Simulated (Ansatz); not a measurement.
**Electron scattering at the Σ11 (113) boundary in fcc Al**

How much does the Σ11 (113) boundary in fcc Al reflect electrons?

Main program and level: Ansatz 0.2.0; Ansatz plane-wave DFT, PBE, PAW files; relaxation of a bicrystal slab with its lowest layers held; PAW set soft_1, in the first sound run; inputs show where later runs differ.

### 1. Starting point

The cell holds 16 atoms: 16 Al. Its edges and angles: a = 2.862 Å, b = 4.958 Å, c = 29.358 Å, α = 90.0°, β = 90.0°, γ = 73.2°. It derives from Al. built on the (1 1 3) plane; 1 overlapping atoms removed and the grains opened by 0.05 Å. Vacuum lies along c.

As a file:

```cif
data_structure
_symmetry_space_group_name_H-M 'P 1'
_symmetry_Int_Tables_number 1
_cell_length_a 2.8623
_cell_length_b 4.9577
_cell_length_c 29.3576
_cell_angle_alpha 90.000
_cell_angle_beta 90.000
_cell_angle_gamma 73.221
_cell_volume 398.87
loop_
_atom_site_label
_atom_site_type_symbol
_atom_site_fract_x
_atom_site_fract_y
_atom_site_fract_z
_atom_site_occupancy
Al1 Al 0.63636 0.72727 0.17031 1
Al2 Al 0.36364 0.27273 0.21189 1
Al3 Al 0.09091 0.81818 0.25346 1
Al4 Al 0.81818 0.36364 0.29503 1
Al5 Al 0.54545 0.90909 0.33661 1
Al6 Al 0.27273 0.45455 0.37818 1
Al7 Al 0.00000 0.00000 0.41976 1
Al8 Al 0.27273 0.45455 0.46303 1
Al9 Al 0.54545 0.90909 0.50461 1
Al10 Al 0.81818 0.36364 0.54618 1
Al11 Al 0.09091 0.81818 0.58775 1
Al12 Al 0.36364 0.27273 0.62933 1
Al13 Al 0.63636 0.72727 0.67090 1
Al14 Al 0.90909 0.18182 0.71248 1
Al15 Al 0.18182 0.63636 0.75405 1
Al16 Al 0.45455 0.09091 0.79562 1
```

### 2. Relaxing the bicrystal

The boundary is built by mirroring the lower grain in the boundary plane and removing any atoms that overlap. A thin bicrystal slab is relaxed first, with the lowest layers held and the upper grain free to shift and open.

Contents of input.yaml:

```yaml
crystal:
  lattice:
    - [2.862347037, 0.0, 0.0]
    - [1.4311735185, 4.7466655708, 0.0]
    - [0.0, 0.0, 29.3576331625]
  atoms:
    - { symbol: Al, position: [0.6363636364, 0.7272727272, 0.1703134572] }
    - { symbol: Al, position: [0.3636363637, 0.2727272727, 0.2118872745] }
    - { symbol: Al, position: [0.0909090909, 0.8181818181, 0.2534610918] }
    - { symbol: Al, position: [0.8181818182, 0.3636363636, 0.2950349091] }
    - { symbol: Al, position: [0.5454545455, 0.9090909091, 0.3366087264] }
    - { symbol: Al, position: [0.2727272727, 0.4545454545, 0.3781825437] }
    - { symbol: Al, position: [0.0, 0.0, 0.419756361] }
    - { symbol: Al, position: [0.2727272727, 0.4545454545, 0.4630333129] }
    - { symbol: Al, position: [0.5454545455, 0.9090909091, 0.5046071302] }
    - { symbol: Al, position: [0.8181818182, 0.3636363636, 0.5461809475] }
    - { symbol: Al, position: [0.0909090909, 0.8181818181, 0.5877547648] }
    - { symbol: Al, position: [0.3636363637, 0.2727272727, 0.6293285821] }
    - { symbol: Al, position: [0.6363636364, 0.7272727272, 0.6709023994] }
    - { symbol: Al, position: [0.9090909091, 0.1818181817, 0.7124762167] }
    - { symbol: Al, position: [0.1818181819, 0.6363636363, 0.754050034] }
    - { symbol: Al, position: [0.4545454546, 0.0909090908, 0.7956238513] }
kpoints:
  mp_grid: { grid: [9, 9, 1] }
hamiltonian:
  xc: pbe
  pseudopotentials: { kind: paw, azcp: { folder: soft_1 } }
scf:
  occupations: { method: fermi_dirac, width: 0.1 }
relax:
  f_tol: 0.03
  max_steps: 80
  constraints: [{ sites: [0, 1, 2] }]
```

The run is started by

```sh
$ ansatz run input.yaml --threads 4 --pin off --max-ram 15360MiB --backend cpu --events-out ev --progress --plain --runs-dir out
```

Numbers of over 12 decimals in the logs are rounded to 6 here.

The log of the run:

```text
Engine: ansatz 0.2.0, aarch64-unknown-linux-gnu
Pseudopotentials: kind: paw
Pseudopotential: Al, paw, valence charge 3, recommended cutoff 420 eV (normal), soft_1/Al.paw.azcp
Functional definition: PBE
  parameter kappa = 0.804
  parameter beta = 0.066725
  exchange = pbe_x(kappa = kappa, mu = beta*pi^2/3)
  correlation = pbe_c(beta = beta)
Crystal: 16 atoms, lattice volume = 398.871 Å³
Basis set: ecut = 420 eV, 7845 PW (Γ), exchange–correlation on 40×72×400 points (8 copies of the dense FFT grid, shifted against one another)
Bands: 40, of which v1, the nominal top of the filled ones, is band 24 counted from 1 (23 counted from 0)
Symmetry: 2 space group operations
Space group: Cm (ITA 8), of the structure as read, at distance tolerance 7.4e-5 Å
k-points: 25 of 81 (time reversal used)
Non-local potential: Al, projectors of the file, l = 0: 2, l = 1: 2, l = 2: 1
PAW form: soft (Blöchl's): semilocal exchange-correlation on the pseudo side does not see the compensation charge
PAW one-centre angular grid: Al, 110 points (default); XC on 64 Gauss nodes
Initial density: superposition of atomic densities (neutral atoms: chi_scale 0, normalization atom)
Initial wavefunctions: pseudopotential atomic-orbital guess
Functional: x = pbe(κ = 0.804, μ = 0.219515), c = pbe(β = 0.066725)
SCF iter   1: F=—  HF=-8599.878657 eV  |F-HF|=—  |Δ(HF+E_count)|=         —  Δρ=2.13e-2  dr2=2.75e1  ethr=3.10e-3  ⟨swp⟩=9.9  Hψ=6111  notcnv=0  defer=16
preconditioner: auto → LDOS  [metal: Δε(μ)=0.017 eV  Ē_g=6.694 eV  σ=0.100 eV  W_gap=0.04  n_scr=42 (ndim 8)  ℏωp=12.9 eV  f_vac=0.230  D(μ)=7.01/eV (n_scr^D=38)  β→1.0]
SCF iter   2: F=—  HF=-8598.218108 eV  |F-HF|=—  |Δ(HF+E_count)|=    1.66e0  Δρ=7.37e-3  dr2=9.76e-1  ethr=3.10e-3  ⟨swp⟩=6.2  Hψ=2850  notcnv=0  defer=57
SCF iter   3: F=—  HF=-8598.179611 eV  |F-HF|=—  |Δ(HF+E_count)|=   3.85e-2  Δρ=1.67e-3  dr2=5.44e-2  ethr=2.03e-3  ⟨swp⟩=4.8  Hψ=1911  notcnv=0  defer=51
SCF iter   4: F=—  HF=-8598.174626 eV  |F-HF|=—  |Δ(HF+E_count)|=   4.98e-3  Δρ=3.64e-4  dr2=8.42e-4  ethr=1.13e-4  ⟨swp⟩=2.8  Hψ=1675  notcnv=0  defer=51
SCF iter   5: F=—  HF=-8598.174848 eV  |F-HF|=—  |Δ(HF+E_count)|=   2.22e-4  Δρ=8.52e-5  dr2=8.05e-5  ethr=1.75e-6  ⟨swp⟩=2.5  Hψ=1746  notcnv=0  defer=50
SCF iter   6: F=-8598.174854 eV  HF=-8598.174855 eV  |F-HF|=1.39e-6  |Δ(HF+E_count)|=   7.01e-6  Δρ=1.68e-5  dr2=3.06e-6  ethr=4.69e-8  ⟨swp⟩=5.0  Hψ=3427  notcnv=0
SCF 1 converged in 6 iterations: F = -8598.174854 eV  dr2 = 3.06e-6
  greatest PAW one-centre occupation: 0.488 electrons in one spin orbital (limit 2), on the Al atom at site 15 (counted from 0), in its partial waves of l = 0
relax step   1: F+E_penalty+E_count = -8598.17485384 eV  Δ(F+E_penalty+E_count) = +0.000e0 eV  max|allowed force component| = 1.045e0 eV/Å  Δτ_max = 0.0000 Å  (6 SCF iters, dr2 threshold 2.25e-5 eV, accepted)
Initial density: handed on by an earlier stage of this run
Initial wavefunctions: those handed on with the density
iter 1 solved again at ethr=3.40e-4 eV; its pass at ethr=3.10e-3 eV (dr2=1.63e-1 eV) is discarded
SCF iter   1: F=—  HF=-8598.293094 eV  |F-HF|=—  |Δ(HF+E_count)|=         —  Δρ=2.08e-3  dr2=1.67e-1  ethr=3.40e-4  ⟨swp⟩=1.3  Hψ=3768  notcnv=0  defer=51
preconditioner: auto → LDOS  [metal: Δε(μ)=0.061 eV  Ē_g=6.575 eV  σ=0.100 eV  W_gap=0.15  n_scr=42 (ndim 8)  ℏωp=12.9 eV  f_vac=0.245  D(μ)=6.70/eV (n_scr^D=38)  β→1.0]
SCF iter   2: F=—  HF=-8598.277734 eV  |F-HF|=—  |Δ(HF+E_count)|=   1.54e-2  Δρ=9.75e-4  dr2=9.33e-3  ethr=3.40e-4  ⟨swp⟩=2.9  Hψ=1483  notcnv=0  defer=51
SCF iter   3: F=—  HF=-8598.276282 eV  |F-HF|=—  |Δ(HF+E_count)|=   1.45e-3  Δρ=2.02e-4  dr2=7.44e-4  ethr=1.94e-5  ⟨swp⟩=2.3  Hψ=1707  notcnv=0  defer=51
SCF iter   4: F=—  HF=-8598.276127 eV  |F-HF|=—  |Δ(HF+E_count)|=   1.55e-4  Δρ=3.89e-5  dr2=2.15e-5  ethr=1.55e-6  ⟨swp⟩=2.4  Hψ=1574  notcnv=0  defer=51
SCF iter   5: F=-8598.276129 eV  HF=-8598.276129 eV  |F-HF|=2.89e-8  |Δ(HF+E_count)|=   1.98e-6  Δρ=9.56e-6  dr2=4.98e-7  ethr=4.48e-8  ⟨swp⟩=4.0  Hψ=2876  notcnv=0
SCF 2 converged in 5 iterations: F = -8598.276129 eV  dr2 = 4.98e-7
  greatest PAW one-centre occupation: 0.487 electrons in one spin orbital (limit 2), on the Al atom at site 0 (counted from 0), in its partial waves of l = 0
relax step   2: F+E_penalty+E_count = -8598.27612903 eV  Δ(F+E_penalty+E_count) = -1.013e-1 eV  max|allowed force component| = 2.056e-1 eV/Å  Δτ_max = 0.1017 Å  (5 SCF iters, dr2 threshold 6.83e-5 eV, accepted)
iter 1 solved again at ethr=3.24e-4 eV; its pass at ethr=3.10e-3 eV (dr2=1.56e-1 eV) is discarded
SCF iter   1: F=—  HF=-8598.286125 eV  |F-HF|=—  |Δ(HF+E_count)|=         —  Δρ=1.87e-3  dr2=1.62e-1  ethr=3.24e-4  ⟨swp⟩=1.1  Hψ=3687  notcnv=0  defer=49
preconditioner: auto → LDOS  [metal: Δε(μ)=0.033 eV  Ē_g=6.563 eV  σ=0.100 eV  W_gap=0.08  n_scr=42 (ndim 8)  ℏωp=12.9 eV  f_vac=0.244  D(μ)=6.72/eV (n_scr^D=38)  β→1.0]
SCF iter   2: F=—  HF=-8598.277240 eV  |F-HF|=—  |Δ(HF+E_count)|=   8.89e-3  Δρ=5.05e-4  dr2=3.53e-3  ethr=3.24e-4  ⟨swp⟩=1.8  Hψ=1098  notcnv=0  defer=49
SCF iter   3: F=—  HF=-8598.276572 eV  |F-HF|=—  |Δ(HF+E_count)|=   6.68e-4  Δρ=1.29e-4  dr2=3.21e-4  ethr=7.36e-6  ⟨swp⟩=2.1  Hψ=1645  notcnv=0  defer=49
SCF iter   4: F=—  HF=-8598.276513 eV  |F-HF|=—  |Δ(HF+E_count)|=   5.84e-5  Δρ=3.34e-5  dr2=2.23e-5  ethr=6.69e-7  ⟨swp⟩=1.4  Hψ=1095  notcnv=0  defer=49
SCF iter   5: F=-8598.276514 eV  HF=-8598.276515 eV  |F-HF|=3.36e-7  |Δ(HF+E_count)|=   1.34e-6  Δρ=8.05e-6  dr2=7.00e-7  ethr=5.50e-9  ⟨swp⟩=5.7  Hψ=3611  notcnv=0
SCF 3 converged in 5 iterations: F = -8598.276514 eV  dr2 = 7.00e-7
  greatest PAW one-centre occupation: 0.486 electrons in one spin orbital (limit 2), on the Al atom at site 0 (counted from 0), in its partial waves of l = 0
relax step   3: F+E_penalty+E_count = -8598.27651448 eV  Δ(F+E_penalty+E_count) = -3.854e-4 eV  max|allowed force component| = 9.580e-2 eV/Å  Δτ_max = 0.1197 Å  (5 SCF iters, dr2 threshold 2.64e-6 eV, accepted)
SCF iter   1: F=—  HF=-8598.286346 eV  |F-HF|=—  |Δ(HF+E_count)|=         —  Δρ=8.56e-4  dr2=2.61e-2  ethr=7.64e-4  ⟨swp⟩=2.8  Hψ=2239  notcnv=0  defer=51
preconditioner: auto → LDOS  [metal: Δε(μ)=0.009 eV  Ē_g=6.565 eV  σ=0.100 eV  W_gap=0.02  n_scr=42 (ndim 8)  ℏωp=12.9 eV  f_vac=0.244  D(μ)=6.73/eV (n_scr^D=38)  β→1.0]
SCF iter   2: F=—  HF=-8598.284607 eV  |F-HF|=—  |Δ(HF+E_count)|=   1.74e-3  Δρ=2.42e-4  dr2=6.06e-4  ethr=5.43e-5  ⟨swp⟩=2.0  Hψ=1389  notcnv=0  defer=51
SCF iter   3: F=—  HF=-8598.284526 eV  |F-HF|=—  |Δ(HF+E_count)|=   8.12e-5  Δρ=5.56e-5  dr2=7.16e-5  ethr=1.26e-6  ⟨swp⟩=2.0  Hψ=1567  notcnv=0  defer=51
SCF iter   4: F=—  HF=-8598.284514 eV  |F-HF|=—  |Δ(HF+E_count)|=   1.20e-5  Δρ=1.26e-5  dr2=2.23e-6  ethr=1.49e-7  ⟨swp⟩=1.4  Hψ=1194  notcnv=0  defer=51
SCF iter   5: F=-8598.284514 eV  HF=-8598.284514 eV  |F-HF|=1.13e-8  |Δ(HF+E_count)|=   3.58e-7  Δρ=3.28e-6  dr2=7.07e-8  ethr=2.08e-10  ⟨swp⟩=6.0  Hψ=3862  notcnv=0
SCF 4 converged in 5 iterations: F = -8598.284514 eV  dr2 = 7.07e-8
relax step   4: F+E_penalty+E_count = -8598.28451397 eV  Δ(F+E_penalty+E_count) = -7.999e-3 eV  max|allowed force component| = 1.514e-2 eV/Å  Δτ_max = 0.0528 Å  (5 SCF iters, accepted)
SCF converged after 5 iterations
Free energy (F): -8598.284514 eV
Harris-Foulkes:  -8598.284514 eV  (|F-HF|=1.13e-8)
Internal energy: -8598.059778 eV  (E = F + TS)
E sigma→0 (E₀):  -8598.172146 eV
Entropy (-TS):   -0.224736 eV (-14.046 meV/atom)
Fermi energy:    3.879969 eV
--- Per-component energies (eV) ---
  E_band       = -17.741205
  E_kinetic    = 350.875031
  E_local      = -8001.581347  (includes V_loc(G=0)·N_el)
  E_nonlocal   = 161.106625
  E_hartree    = 3993.428318
  E_xc         = -597.416796
  E_vxc        = -459.161123  (∫ρ·V_xc dr)
  E_paw        = -7510.306690  (= ΣΔE_a)
  E_vpaw       = -55.835548  (= ΣTr[D̂ρ^β])
  E_aug_tail   = -0.000033  (compensation charges beyond the density's cutoff)
  E_ewald      = 3005.835114
  E_smearing   = -0.224736  (= −TS)
  E_closure    = -0.000000  (closes the sum)
  Σ components = -8598.284514   (vs F -8598.284514, Δ=0.00e0)
--- Forces (eV/Å), atoms counted from 1 ---
  atom   1  Al     0.00000000    -0.00511841     0.14714477
  atom   2  Al    -0.00000000     0.04659283    -0.30181546
  atom   3  Al     0.00000000    -0.04340705     0.13911014
  atom   4  Al    -0.00000000    -0.00032356     0.00135061
  atom   5  Al    -0.00000000    -0.00109821     0.00125196
  atom   6  Al    -0.00000000    -0.00142635    -0.00208294
  atom   7  Al     0.00000000     0.00196748     0.00269428
  atom   8  Al    -0.00000000    -0.00034982     0.00392418
  atom   9  Al    -0.00000000     0.00159294    -0.00193882
  atom  10  Al    -0.00000000    -0.00139672     0.00531713
  atom  11  Al     0.00000000     0.00009408    -0.00161621
  atom  12  Al    -0.00000000     0.00021309     0.00039476
  atom  13  Al     0.00000000     0.00140611     0.00052207
  atom  14  Al     0.00000000    -0.00599741    -0.00148211
  atom  15  Al     0.00000000     0.01513851     0.00089195
  atom  16  Al    -0.00000000    -0.00788300     0.00632311
  max |Σ_I F_I| component: 1.06e-5 eV/Å
--- Relaxed structure (4 steps of the walk, 4 accepted, 0 SCFs on fresh bases) ---
  F+E_penalty+E_count = -8598.28451397 eV   max|allowed force component| = 1.514e-2 eV/Å
  atoms:
    - { symbol: Al, position: [0.6363636364, 0.7272727272, 0.170313] }
    - { symbol: Al, position: [0.363636, 0.2727272727, 0.211887] }
    - { symbol: Al, position: [0.09090909095, 0.8181818181, 0.253461] }
    - { symbol: Al, position: [0.820277, 0.359446, 0.294072] }
    - { symbol: Al, position: [0.547296, 0.905408, 0.336757] }
    - { symbol: Al, position: [0.274531, 0.450938, 0.374908] }
    - { symbol: Al, position: [0.00339073, -0.00678145, 0.421518] }
    - { symbol: Al, position: [0.272900, 0.454201, 0.466114] }
    - { symbol: Al, position: [0.544846, 0.910309, 0.505894] }
    - { symbol: Al, position: [0.817749, 0.364502, 0.547584] }
    - { symbol: Al, position: [0.091421, 0.817158, 0.589063] }
    - { symbol: Al, position: [0.364113, 0.271774, 0.629394] }
    - { symbol: Al, position: [0.636537, 0.726925, 0.671770] }
    - { symbol: Al, position: [0.905976, 0.188047, 0.710795] }
    - { symbol: Al, position: [0.176271, 0.647459, 0.757030] }
    - { symbol: Al, position: [0.445950, 0.108100, 0.793023] }
```

It took 20 s on 4 threads of Arm Neoverse V2, shared host; peak memory 0.83 GiB.

Step by step:

```csv
step,energy less that of the first step (eV),largest force component (eV/Å)
1,0.0000,1.0453
2,-0.1013,0.2056
3,-0.1017,0.0958
4,-0.1097,0.0151
```

Forces are held to the 2 operations that the run works with; a distortion that breaks them can't arise in this run.

The atoms that moved most (Å):

```csv
atom,dx,dy,dz,length
Al16,0.000,0.082,-0.076,0.112
Al15,0.000,0.053,0.087,0.102
Al6,0.000,-0.017,-0.096,0.098
Al8,0.000,-0.002,0.090,0.090
Al7,0.000,-0.032,0.052,0.061
Al14,0.000,0.030,-0.049,0.058
Al10,0.000,0.004,0.041,0.041
Al11,0.000,-0.005,0.038,0.039
```

The relaxed structure:

```cif
data_structure
_symmetry_space_group_name_H-M 'P 1'
_symmetry_Int_Tables_number 1
_cell_length_a 2.8623
_cell_length_b 4.9577
_cell_length_c 29.3576
_cell_angle_alpha 90.000
_cell_angle_beta 90.000
_cell_angle_gamma 73.221
_cell_volume 398.87
loop_
_atom_site_label
_atom_site_type_symbol
_atom_site_fract_x
_atom_site_fract_y
_atom_site_fract_z
_atom_site_occupancy
Al1 Al 0.63636 0.72727 0.17031 1
Al2 Al 0.36364 0.27273 0.21189 1
Al3 Al 0.09091 0.81818 0.25346 1
Al4 Al 0.82028 0.35945 0.29407 1
Al5 Al 0.54730 0.90541 0.33676 1
Al6 Al 0.27453 0.45094 0.37491 1
Al7 Al 0.00339 0.99322 0.42152 1
Al8 Al 0.27290 0.45420 0.46611 1
Al9 Al 0.54485 0.91031 0.50589 1
Al10 Al 0.81775 0.36450 0.54758 1
Al11 Al 0.09142 0.81716 0.58906 1
Al12 Al 0.36411 0.27177 0.62939 1
Al13 Al 0.63654 0.72693 0.67177 1
Al14 Al 0.90598 0.18805 0.71079 1
Al15 Al 0.17627 0.64746 0.75703 1
Al16 Al 0.44595 0.10810 0.79302 1
```

Numbers from this step:

```
free energy             : -8598.2845 eV
energy at zero smearing : -8598.1721 eV
Fermi energy            : 3.880 eV
```

The largest force component on a free atom ends at 0.015 eV/Å, under the tolerance of 0.03, after 4 steps.

(Continued in part 2 of 3.)

[Logs are printed without paths, hosts, clocks, repeated set-up lines and the standing remarks that a program may print on its own settings, such as how far it seeks lower states.]

[Hosts, paths, dates, database ids (printed as entryN), source tags and the programs' standing remarks are cut or masked in the printed files.]
